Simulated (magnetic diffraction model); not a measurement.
**Sc6CoW2 below its ordering temperature**

Space group P-62m (no. 189), a = 7.3990 Å, c = 3.6150 Å.

| site | atom | x | y | z |
| --- | --- | --- | --- | --- |
| 2d | W | 2/3 | 1/3 | 1/2 |
| 1a | Co | 0 | 0 | 0 |
| 3f | Sc | 0.3891 | 0.3891 | 0 |
| 3g | Sc | 0.7602 | 0.7602 | 1/2 |

This is a made-up structure (elements placed in a structure type, unrelaxed), so the numbers test the method and describe no known phase.

Only Co is taken to order (form factors of Co2+); orders and moment sizes are assumed, and not adapted to the symmetry. Radiation: neutrons of λ = 2.36 Å, 5° to 70°; isotropic B of 0.11 Å² (W), 0.12 Å² (Co) and 0.17 Å² (Sc). The intensities are simulated: I ∝ L Σ (|F_N|² + |F_M⊥|²) for unpolarised neutrons, with F_M = 2.695 fm/μB × Σ f(s) S exp(2πi Q·r) exp(−B s²) at Q = H ± k (one set where k and −k are equivalent), only the part normal to Q counting and L = 1/(sin²θ cos θ). For collinear order S is the moment m, which repeats by lattice and centring translations R with the sign exp(−2πi k·R). Form factors are spin-only for 3d ions and dipole or tabulated for f ions, scattering lengths are Sears's of 1992, and absorption is left out. A label names one of the reflections at its angle. The strongest nuclear line in the range is 100, and lines under 0.2 are left out.

Above the ordering temperature:

```
2θ (°)    index      I
 21.22  (1 0 0)    2.5
 37.20  (1 1 0)    8.8
 38.10  (0 0 1)    0.6
 44.02  (1 0 1)    8.8
 54.31  (1 1 1)  100.0
 58.32  (2 1 0)   63.4
 58.96  (2 0 1)   41.4
 67.07  (3 0 0)   25.8
```

Below it (cell unchanged):

```
2θ (°)      I
 21.22    2.5
 21.60    1.9
 26.38    0.8
 34.10    1.1
 37.20    8.8
 37.43    0.6
 38.10    0.6
 43.42    0.3
 44.02    8.8
 51.35    0.5
 53.80    0.3
 54.31  100.0
 58.32   63.4
 58.96   41.4
 66.31    0.2
 67.07   25.8
```

**Question.** Check that the new lines index with k = (0 1/2 1/2), then choose among these models:
A. collinear moments along [100], 2.32 μB on Co
B. collinear moments along [001], 2.32 μB on Co
C. collinear moments along [101], 2.32 μB on Co

The new lines index as (0 1/2 1/2) at 21.60°, (1 -1/2 1/2) at 26.38°, (1 1/2 1/2) at 34.10° and (0 3/2 1/2) at 37.43°, that is as H ± k with k = (0 1/2 1/2), one of 3 inequivalent arms of its star (k and −k counted as one), which a powder can't tell apart. Half indices mean that the moments reverse under translations with k·R a half-integer, and the magnetic cell has twice the primitive volume.

Magnetic intensity, observed (below minus above) and for each model:

| 2θ (°) | index | observed | A | B | C |
| --- | --- | --- | --- | --- | --- |
| 21.60 | (0 1/2 1/2) | 1.9 | 2.3 | 0.6 | 1.9 |
| 26.38 | (1 -1/2 1/2) | 0.8 | 0.8 | 0.7 | 0.8 |
| 34.10 | (1 1/2 1/2) | 1.1 | 1.1 | 1.1 | 1.1 |
| 37.43 | (0 3/2 1/2) | 0.6 | 0.7 | 0.5 | 0.6 |
| 43.42 | (2 -1/2 1/2) | 0.3 | 0.2 | 0.7 | 0.3 |

Model C matches.

The structure used: k = (0 1/2 1/2), collinear moments along [101], 2.32 μB on Co.

[Logs are printed without paths, hosts, clocks, repeated set-up lines and the standing remarks that a program may print on its own settings, such as how far it seeks lower states.]
